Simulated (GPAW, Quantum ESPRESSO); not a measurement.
# TiTe2 (P-3m1): the Ti L₃ absorption edge, part 2 of 2

What does one-electron theory with a core hole give for the Ti L₃ edge of TiTe2 (P-3m1)?

GPAW 26.7.0; X-ray absorption from dipole matrix elements to empty bands, plane-wave PAW PBE.

So far. Step 2 (The field without a hole): The mesh shows no gap, so the system is treated as a metal and the core electron is put at the Fermi level (neutral cell). Step 3 (Spectrum without a core hole, Ti atom 3): Main maxima below 30 eV (height): 1.2 eV (6.22), 2.6 eV (3.50) and 7.5 eV (0.69). At an L edge the dipole rule selects empty d (and weakly s) states on the absorber, and the strong line at the onset measures the empty part of its d band.

### 5. Spectrum with XCH, Ti atom 3

The holes are 7.5 Å apart. In GPAW the data set carries the hole's charge, so charge=0 means a charged cell and charge=-1 a neutral one. The excited electron is kept in the cell, where it fills the lowest empty states and screens the hole. After the field has converged, empty bands are computed with the density fixed and the dipole matrix elements are summed.

xas.py

```python
import numpy as np
from ase import Atoms
from ase.parallel import parprint, paropen
from gpaw import GPAW, PW, FermiDirac, Mixer, MixerDif, setup_paths
from gpaw.test import gen
setup_paths.insert(0, '.')
gen('Ti', name='fch2p', xcname='PBE', corehole=(2, 1, 1), write_xml=True)
from gpaw.mpi import world
world.barrier()

atoms = Atoms('Te8Ti4',
    cell=[[-1.8885, -3.27097795, -6.498],
     [1.8885, 3.27097795, -6.498],
     [7.554, 0, 0]],
    scaled_positions=[[0.29806667, 0.96473333, 0.83333333],
     [0.79806667, 0.46473333, 0.83333333],
     [0.29806667, 0.96473333, 0.33333333],
     [0.79806667, 0.46473333, 0.33333333],
     [0.70193333, 0.03526667, 0.16666667],
     [0.20193333, 0.53526667, 0.16666667],
     [0.70193333, 0.03526667, 0.66666667],
     [0.20193333, 0.53526667, 0.66666667],
     [0, 0, 0],
     [0.5, 0.5, 0],
     [0, 0, 0.5],
     [0.5, 0.5, 0.5]],
    pbc=True)
atoms.calc = calc = GPAW(legacy_gpaw=True, mode=PW(500, force_complex_dtype=True), xc='PBE', setups={8: 'fch2p'},
    kpts={'size': (3, 3, 3), 'gamma': True}, occupations=FermiDirac(0.1),
    charge=-1, mixer=Mixer(0.1, 5, 50), maxiter=150,
    convergence={'density': 0.0001, 'eigenstates': 1e-6}, txt='scf.txt')
energy = atoms.get_potential_energy() + calc.get_reference_energy()
ef = calc.get_fermi_level()
out = dict(energy=energy, fermi=ef, forces=atoms.get_forces().tolist())
parprint(f'all-electron energy {energy:.4f} eV, Fermi level {ef:.4f} eV')
ev = np.array([[calc.get_eigenvalues(k, s) for k in range(len(calc.get_ibz_k_points()))] for s in range(calc.get_number_of_spins())])
out['homo'], out['lumo'], out['counts'] = ev[ev < ef].max(), ev[ev > ef].min(), sorted(set((ev < ef).sum((0, 2)).tolist()))
out['filled'] = (ev[:, 0] < ef).sum(1).tolist()

from ase.units import Ha
from gpaw.xas import dipole_matrix_elements
nb = int(calc.get_number_of_electrons() / 2) + 213
top, nb = nb, nb + 8 + nb // 12
nscf = calc.fixed_density(kpts={'size': (4, 4, 4), 'gamma': True}, nbands=nb,
    convergence={'bands': top, 'eigenstates': 5e-3}, maxiter=60, txt='nscf.txt')
cell = atoms.cell.array
ops = [cell.T @ U.T @ np.linalg.inv(cell.T) for U in nscf.wfs.kd.symmetry.op_scc]
E = np.arange(-6, 34, 0.1)
fwhm = np.interp(E, [4, 25], [0.9, 3.5])
Y, X, zero, highest = 0, 0, 1e9, 1e9
for spin in range(nscf.get_number_of_spins()):
    wfs = nscf.wfs
    mine = wfs.bd.get_slice()  # this rank's bands
    A = dipole_matrix_elements(wfs.setups[8])
    eps = np.zeros((wfs.kd.nibzkpts, nb))
    d = np.zeros((3, A.shape[1], wfs.kd.nibzkpts, nb), complex)
    for kpt in wfs.kpt_u:
        if kpt.s == spin and 8 in kpt.P_ani:
            eps[kpt.k, mine] = kpt.eps_n * Ha
            d[:, :, kpt.k, mine] = (kpt.weight * wfs.nspins / 2) ** 0.5 * np.inner(A, kpt.P_ani[8])
    world.sum(eps)
    world.sum(d)
    T = np.einsum('amkn,bmkn->abkn', d, d.conj()).real
    T = sum(np.einsum('ai,ijkn,bj->abkn', R, T, R) for R in ops) / len(ops)
    empty = eps > ef
    zero, highest = min(zero, eps[empty].min()), min(highest, eps[:, top - 1].min())
    lines = [(eps, T, empty)] if spin == 0 else lines + [(eps, T, empty)]
for eps, T, empty in lines:
    f = np.einsum('aakn->akn', T).reshape(3, -1)
    x = eps.ravel() - zero
    w = np.interp(x, E, fwhm) / 2.35482
    g = np.exp(-0.5 * ((E[:, None] - x) / w) ** 2) / (w * (2 * np.pi) ** 0.5)
    Y = Y + (f * empty.ravel()) @ g.T
    X = X + (f * ~empty.ravel()) @ g.T
out.update(E=E.round(2).tolist(), xas=Y.tolist(), xes=X.tolist(), zero=zero, valid=highest - zero, nk=len(eps), nb=nb)
for i in range(0, len(E), 10):
    parprint(f'{E[i]:7.2f}', *(f'{v:10.3e}' for v in Y[:, i]))
import json
with paropen('out.json', 'w') as f:
    json.dump(out, f)
```

The run is started by

```bash
$ OMP_NUM_THREADS=1 mpirun -n 4 gpaw python xas.py
```

Numbers of over 12 decimals in the logs are rounded to 6 here.

Log:

```text
Input parameters:
  charge: -1
  convergence: {density: 0.0001,
                eigenstates: 1e-06}
  kpts: {gamma: True,
         size: (3, 3, 3)}
  maxiter: 150
  mixer: {backend: pulay,
          beta: 0.1,
          method: separate,
          nmaxold: 5,
          weight: 50}
  mode: {ecut: 500.0,
         force_complex_dtype: True,
         name: pw}
  occupations: {fixmagmom: False,
                name: fermi-dirac,
                width: 0.1}
  setups: {8: fch2p}
  xc: PBE

Initialize ...

[... PAW data sets ...]

Reference energy: -1570752.851744  # eV

Spin-paired calculation

[... convergence settings ...]
Symmetries present (total): 4
  [... symmetry matrices ...]

27 k-points: 3 x 3 x 3 Monkhorst-Pack grid
10 k-points in the irreducible part of the Brillouin zone
       k-points in crystal coordinates                weights
   0:     0.00000000    0.00000000    0.00000000          1/27
   1:     0.00000000    0.00000000    0.33333333          2/27
   2:     0.33333333   -0.33333333   -0.33333333          2/27
   3:     0.33333333   -0.33333333    0.33333333          4/27
   4:     0.33333333    0.00000000   -0.33333333          4/27
   5:     0.33333333    0.00000000    0.00000000          4/27
   6:     0.33333333    0.00000000    0.33333333          4/27
   7:     0.33333333    0.33333333   -0.33333333          2/27
   8:     0.33333333    0.33333333    0.00000000          2/27
   9:     0.33333333    0.33333333    0.33333333          2/27

Wave functions: Plane wave expansion
  Cutoff energy: 500.000 eV
  Number of coefficients (min, max): 8122, 8193
  Pulay-stress correction: 0.000000 eV/Ang^3 (de/decut=0.000000)
  Using FFTW library
  Wavefunction extrapolation:
    Improved wavefunction reuse through dual PAW basis

Occupation numbers: Fermi-Dirac:
  width: 0.1000  # eV

Eigensolver
   Davidson(niter=2)

Densities:
  Coarse grid: 40*40*40 grid
  Fine grid: 80*80*80 grid
  Total Charge: 0.000000

Density mixing:
  Method: separate
  Backend: pulay
  Linear mixing parameter: 0.1
  old densities: 5
  Width of damping distribution: 1.1
  Damping of long wavelength oscillations: 50

[... Hamiltonian set-up ...]
Number of atoms: 12
Number of atomic orbitals: 84
Number of bands in calculation: 63
Number of valence electrons: 97
Bands to converge: occupied

... initialized

Initializing position-dependent things.

Density initialized from atomic densities
Creating initial wave functions:
  63 bands from LCAO basis set

        Ti        Ti

              Te       Te

       Te       Te
        Ti        Ti
                   Te       Te

            Te       Te

Atomic positions and initial magnetic moments

Positions:
   0 Te     7.554000    2.180652   -8.205674    ( 0.0000,  0.0000,  0.0000)
   1 Te     5.665500   -1.090326   -8.205674    ( 0.0000,  0.0000,  0.0000)
   2 Te     3.777000    2.180652   -8.205674    ( 0.0000,  0.0000,  0.0000)
   3 Te     1.888500   -1.090326   -8.205674    ( 0.0000,  0.0000,  0.0000)
   4 Te     0.000000   -2.180652   -4.790326    ( 0.0000,  0.0000,  0.0000)
   5 Te     1.888500    1.090326   -4.790326    ( 0.0000,  0.0000,  0.0000)
   6 Te     3.777000   -2.180652   -4.790326    ( 0.0000,  0.0000,  0.0000)
   7 Te     5.665500    1.090326   -4.790326    ( 0.0000,  0.0000,  0.0000)
   8 Ti     0.000000    0.000000    0.000000    ( 0.0000,  0.0000,  0.0000)
   9 Ti     0.000000    0.000000   -6.498000    ( 0.0000,  0.0000,  0.0000)
  10 Ti     3.777000    0.000000    0.000000    ( 0.0000,  0.0000,  0.0000)
  11 Ti     3.777000    0.000000   -6.498000    ( 0.0000,  0.0000,  0.0000)

Unit cell:
           periodic     x           y           z      points  spacing
  1. axis:    yes   -1.888500   -3.270978   -6.498000    40     0.1461
  2. axis:    yes    1.888500    3.270978   -6.498000    40     0.1461
  3. axis:    yes    7.554000    0.000000    0.000000    40     0.1635

  Lengths:   7.515965   7.515965   7.554000
  Angles:   75.447611 104.552389  60.335086

Effective grid spacing dv^(1/3) = 0.1712

iter:   1  -118.660044
iter:   2   -79.231178   -0.50  -0.93
iter:   3   -73.764860   -1.00  -1.23
iter:   4   -73.597373   -1.94  -1.33
iter:   5   -73.369944   -1.44  -1.36
iter:   6   -74.457640   -1.31  -1.62
iter:   7   -73.247780   -2.04  -1.44
iter:   8   -73.143676   -2.84  -1.76
iter:   9   -73.140957   -2.05  -1.88
iter:  10   -73.132906c  -3.37  -2.42
iter:  11   -73.132615c  -3.84  -2.58
iter:  12   -73.132639c  -4.22  -2.64
iter:  13   -73.131657c  -4.55  -2.75
iter:  14   -73.131862c  -4.70  -3.07
iter:  15   -73.131751c  -5.43  -3.19
iter:  16   -73.131860c  -5.25  -3.31
iter:  17   -73.131776c  -5.99  -3.62
iter:  18   -73.131749c  -6.49c -3.70
iter:  19   -73.131750c  -6.78c -3.76
iter:  20   -73.131731c  -6.96c -3.96
iter:  21   -73.131733c  -7.35c -4.13c

Converged after 21 iterations.

Dipole moment: (-0.000000, 0.000000, 0.000000) |e|*Ang

Energy contributions relative to reference atoms: (reference = -1570752.851744)

Kinetic:       +109.249280
Potential:     -109.915243
External:        +0.000000
XC:             -72.890662
Entropy (-ST):   -0.229893
Local:           +0.539838
SIC:             +0.000000
--------------------------
Free energy:    -73.246679
Extrapolated:   -73.131733

Showing only first 2 kpts
 Kpt  Band  Eigenvalues  Occupancy
  0    46      6.18707    1.95237
  0    47      6.44270    1.52160
  0    48      6.81759    0.13933
  0    49      6.82641    0.12832

  1    46      6.24438    1.91705
  1    47      6.47849    1.37959
  1    48      6.68675    0.43394
[...]
Fermi level: 6.55841

No gap
No difference between direct/indirect transitions

Forces in eV/Ang:
  0 Te    0.14344    0.07206    0.11021
  1 Te    0.00931   -0.16025    0.11021
  2 Te   -0.15061    0.08695    0.09348
  3 Te   -0.01794    0.01036   -0.03925
  4 Te   -0.14344   -0.07206   -0.11021
  5 Te   -0.00931    0.16025   -0.11021
  6 Te    0.15061   -0.08695   -0.09348
  7 Te    0.01794   -0.01036    0.03925
  8 Ti    0.00000   -0.00000    0.00000
  9 Ti    0.00000    0.00000    0.00000
 10 Ti    0.00000    0.00000    0.00000
 11 Ti    0.00000   -0.00000    0.00000
Scalar-relativistic atomic PBE calculation for Ti (Titanium, Z=22)
Core hole in 2p state (2p occupation: 5.0)
600 radial gridpoints.
|------------------------------------------------|
|------------------------------------------------|
[... the atom generator's iteration count ...]

Energy contributions:
-------------------------
Kinetic:     +843.273121
XC:           -40.033654
Potential:  -1639.482848
-------------------------
Total:       -836.243380

state      eigenvalue         ekin         rmax
-----------------------------------------------
1s^2.0 :  -181.542505   236.300793        0.046
2s^2.0 :   -21.414146    42.339135        0.266
2p^5.0 :   -18.166125    41.094350        0.216
3s^2.0 :    -2.950614     9.255222        0.840
3p^6.0 :    -2.058094     8.090371        0.858
3d^2.0 :    -0.688811     5.427617        0.849
4s^2.0 :    -0.449382     1.306808        2.555
4p^0.0 :    -0.291443     0.926697        3.011
-----------------------------------------------
(units: Bohr and Hartree)

Generating PAW setup
Kinetic energy of the core from tauc = 767.047105
Cutoffs:
rc(s)=2.400
rc(p)=2.000
rc(d)=2.000
rc(vbar)=1.800
rc(comp)=2.300
rc(nct)=2.400

Kinetic energy of the core states: 762.751604
Charge: 1.0
Core electrons: 9.0
Valence electrons: 12.0
Pseudo-core charge: 0.000000
Shape function alpha=1.890
Pseudo-electron charge 5.434361
state    eigenvalue         norm
--------------------------------
3s(2) :    -2.950614     0.231364
4s(2) :    -0.449382     1.015034
3p(6) :    -2.058094     0.355003
4p(0) :    -0.291443     0.967752
3d(2) :    -0.688811     0.405772
*d    :     0.311189
--------------------------------

Diagonalizing with gridspacing h=0.050

state   all-electron     PAW
-------------------------------
3s:      -2.950614    -2.950904
3p:      -2.058094    -2.058758
3d:      -0.688811    -0.689409
*f:                   -0.028747
-------------------------------
all-electron energy -1570825.9835 eV, Fermi level 6.5584 eV
[...]
31.00  2.390e-04  2.389e-04  2.512e-04
  32.00  2.271e-04  2.274e-04  2.402e-04
  33.00  2.172e-04  2.173e-04  2.288e-04
```

Wall time 5.7 min (4 MPI ranks of Arm Neoverse V2, shared host); peak memory 0.72 GiB; 23 min of CPU time.

The Ti L₃ spectrum, Ti atom 3, excited-electron core hole (neutral cell) (energy from the lowest empty level; intensity scaled to a mean of 1 over the first 20 eV; polarised curves are means over the symmetry-equivalent atoms):

| E (eV) | isotropic | ε ⊥ c | ε ∥ c |
| --- | --- | --- | --- |
| -2.0 | 0.00 | 0.00 | 0.00 |
| -1.4 | 0.00 | 0.00 | 0.00 |
| -0.8 | 0.11 | 0.11 | 0.11 |
| -0.2 | 2.27 | 2.28 | 2.27 |
| 0.4 | 6.63 | 7.01 | 5.89 |
| 1.0 | 5.75 | 6.26 | 4.72 |
| 1.6 | 4.00 | 3.64 | 4.71 |
| 2.2 | 3.96 | 3.57 | 4.75 |
| 2.8 | 1.73 | 1.64 | 1.91 |
| 3.4 | 0.43 | 0.43 | 0.44 |
| 4.0 | 0.07 | 0.07 | 0.06 |
| 4.6 | 0.11 | 0.12 | 0.09 |
| 5.2 | 0.23 | 0.25 | 0.20 |
| 5.8 | 0.36 | 0.38 | 0.31 |
| 6.4 | 0.46 | 0.49 | 0.42 |
| 7.0 | 0.58 | 0.61 | 0.52 |
| 7.6 | 0.62 | 0.65 | 0.57 |
| 8.2 | 0.51 | 0.51 | 0.51 |
| 8.8 | 0.41 | 0.40 | 0.44 |
| 9.4 | 0.39 | 0.38 | 0.42 |
| 10.0 | 0.41 | 0.40 | 0.42 |
| 10.6 | 0.42 | 0.42 | 0.42 |
| 11.2 | 0.43 | 0.44 | 0.42 |
| 11.8 | 0.43 | 0.44 | 0.42 |
| 12.4 | 0.43 | 0.43 | 0.44 |
| 13.0 | 0.43 | 0.42 | 0.44 |
| 13.6 | 0.42 | 0.42 | 0.43 |
| 14.2 | 0.41 | 0.41 | 0.41 |
| 14.8 | 0.40 | 0.41 | 0.40 |
| 15.4 | 0.40 | 0.40 | 0.38 |
| 16.0 | 0.38 | 0.39 | 0.37 |
| 16.6 | 0.37 | 0.38 | 0.37 |
| 17.2 | 0.37 | 0.36 | 0.38 |
| 17.8 | 0.36 | 0.35 | 0.38 |
| 18.4 | 0.36 | 0.35 | 0.38 |
| 19.0 | 0.35 | 0.34 | 0.37 |
| 19.6 | 0.35 | 0.34 | 0.37 |
| 20.2 | 0.35 | 0.34 | 0.38 |
| 20.8 | 0.36 | 0.35 | 0.37 |
| 21.4 | 0.36 | 0.35 | 0.37 |
| 22.0 | 0.35 | 0.35 | 0.35 |
| 22.6 | 0.34 | 0.35 | 0.34 |
| 23.2 | 0.33 | 0.33 | 0.32 |
| 23.8 | 0.32 | 0.33 | 0.31 |
| 24.4 | 0.32 | 0.33 | 0.30 |
| 25.0 | 0.33 | 0.33 | 0.31 |
| 25.6 | 0.34 | 0.35 | 0.32 |
| 26.2 | 0.35 | 0.36 | 0.32 |
| 26.8 | 0.36 | 0.37 | 0.33 |
| 27.4 | 0.36 | 0.38 | 0.34 |
| 28.0 | 0.37 | 0.38 | 0.35 |
| 28.6 | 0.38 | 0.38 | 0.36 |
| 29.2 | 0.38 | 0.38 | 0.37 |
| 29.8 | 0.38 | 0.37 | 0.38 |
| 30.4 | 0.37 | 0.36 | 0.38 |
| 31.0 | 0.36 | 0.35 | 0.37 |
| 31.6 | 0.35 | 0.34 | 0.36 |

Main maxima below 30 eV (height): 0.6 eV (6.87), 2.0 eV (4.18) and 7.5 eV (0.63). 

The total-energy difference is 456.15 eV. Two terms are added: -1.50 eV, since the hole is spin-paired here and a spin-polarised one costs that much less in the free atom (computed apart); −2.13 eV, a third of the tabulated L₂–L₃ splitting, since the scalar-relativistic hole is their mean. The photon energy is then 452.51 eV. The tabulated edge of the element is 453.8 eV. The functional leaves an error of a few eV in such absolute values.

### 6. What the core hole does

Both curves are counted from their own zero, so only the shift of weight within the empty states shows.

| E (eV) | no hole | XCH |
| --- | --- | --- |
| -2.0 | 0.00 | 0.00 |
| -1.0 | 0.01 | 0.02 |
| 0.0 | 1.30 | 3.96 |
| 1.0 | 5.65 | 5.75 |
| 2.0 | 3.38 | 4.18 |
| 3.0 | 3.03 | 1.14 |
| 4.0 | 0.28 | 0.07 |
| 5.0 | 0.22 | 0.19 |
| 6.0 | 0.41 | 0.39 |
| 7.0 | 0.63 | 0.58 |
| 8.0 | 0.62 | 0.56 |
| 9.0 | 0.42 | 0.40 |
| 10.0 | 0.44 | 0.41 |
| 11.0 | 0.44 | 0.43 |
| 12.0 | 0.47 | 0.43 |
| 13.0 | 0.46 | 0.43 |
| 14.0 | 0.44 | 0.42 |
| 15.0 | 0.39 | 0.40 |
| 16.0 | 0.40 | 0.38 |
| 17.0 | 0.40 | 0.37 |
| 18.0 | 0.37 | 0.36 |
| 19.0 | 0.35 | 0.35 |
| 20.0 | 0.35 | 0.35 |
| 21.0 | 0.36 | 0.36 |
| 22.0 | 0.36 | 0.35 |
| 23.0 | 0.34 | 0.33 |
| 24.0 | 0.32 | 0.32 |
| 25.0 | 0.31 | 0.33 |
| 26.0 | 0.34 | 0.34 |
| 27.0 | 0.36 | 0.36 |
| 28.0 | 0.37 | 0.37 |
| 29.0 | 0.37 | 0.38 |
| 30.0 | 0.36 | 0.37 |
| 31.0 | 0.36 | 0.36 |
| 32.0 | 0.35 | 0.34 |

With each curve scaled to its own mean, the area from −2 to 6 eV with the hole is 15.4 against 14.1, and the centre of weight from −1 to 20 eV moves by -0.6 eV (first and strongest maxima below 20 eV: 1.2 eV (6.22), 2.6 eV (3.50) and 7.5 eV (0.69) without the hole, 0.6 eV (6.87), 2.0 eV (4.18) and 7.5 eV (0.63) with it); the shape changes all the same, by 50 % r.m.s.

### 7. Runs not followed above

These runs aren't followed: redraws of a spectrum that repeat one shown, runs with a planted fault or a state judged unsound, or a program's part that gave no sound spectrum.

| program | step | status | elapsed |
| --- | --- | --- | --- |
| Quantum ESPRESSO | ground state | converged | 9.6 s |
| Quantum ESPRESSO | no core hole | converged | 5.6 min |
| Quantum ESPRESSO | no core hole, redrawn | converged | 29 s |
| Quantum ESPRESSO | supercell ground state | converged | 3.5 min |
| Quantum ESPRESSO | core-hole potential | converged | 0.71 s |
| Quantum ESPRESSO | supercell with XCH | converged | 4.9 min |
| Quantum ESPRESSO | spectrum with XCH | timeout | 25 min |
| Quantum ESPRESSO | supercell with XCH | converged | 4.5 min |
| Quantum ESPRESSO | edge energy | converged | 0 s |

### 8. Results

| Quantity | Value |
| --- | --- |
| absorber and edge | Ti L₃, atom 3 of the ground-state input (counted from 1) |
| surroundings | 6 Te at 2.77 Å (octahedral, site symmetry -3m) |
| highest intensity below 24 eV | 0.6 eV above the zero, height 6.87 |
| photon energy of the zero, with the added terms | 452.5 eV (raw 456.1 eV; uncertain by a few eV) |

**Reading.** The Ti L₃ edge of atom 3, with 6 Te at 2.77 Å (octahedral, site symmetry -3m), has its highest intensity of the first 24 eV at 0.6 eV above the zero, near 453 eV in photon energy (uncertain by a few eV), 6.9 times the mean level of the first 20 eV (Gaussian full width 0.9 eV up to 4 eV, rising linearly to 3.5 eV at 25 eV). With each curve scaled to its own mean, the area from −2 to 6 eV with the hole is 15.4 against 14.1, and the centre of weight from −1 to 20 eV moves by -0.6 eV (first and strongest maxima below 20 eV: 1.2 eV (6.22), 2.6 eV (3.50) and 7.5 eV (0.69) without the hole, 0.6 eV (6.87), 2.0 eV (4.18) and 7.5 eV (0.63) with it); the shape changes all the same, by 50 % r.m.s. At the Ti L₃ edge of atom 3 polarisation matters most near 0.8 eV, where the curves differ by 2.0 on this scale. The same cell was also set up in Quantum ESPRESSO; that part failed, was judged unsound or used a data set known to give false states; its runs are listed without their results. 1 further run of this session is left out of this account as redundant. One-electron theory leaves out the 2p–3d multiplets that shape measured L edges of 3d elements, and the L₂ edge isn't added. The unit cell's mesh shows no gap over 0.35 eV. That is right for a metallic compound; for a small-gap or correlated insulator it would be the fault of the functional or of the assumed magnetic order, and the hole would be screened too well. The mesh is coarse (0.27 Å⁻¹ between points), so small maxima may be mesh ripples. The structure is a published determination, not relaxed.

[Banner, clock and machine lines of the logs are left out without a mark of their own.]

[Logs are printed without paths, hosts, clocks, repeated set-up lines and the standing remarks that a program may print on its own settings, such as how far it seeks lower states.]

[Hosts, paths, dates, database ids (printed as entryN), source tags and the programs' standing remarks are cut or masked in the printed files.]

[Lists of maxima count a maximum above −3 eV only where it reaches 4 % of the highest in the window and stands out from its surroundings by 2 % of it (1.5 % where it reaches 55 %); shoulders and weaker maxima are passed over, and of the rest the first, up to two pre-edge ones and the few strongest are named.]
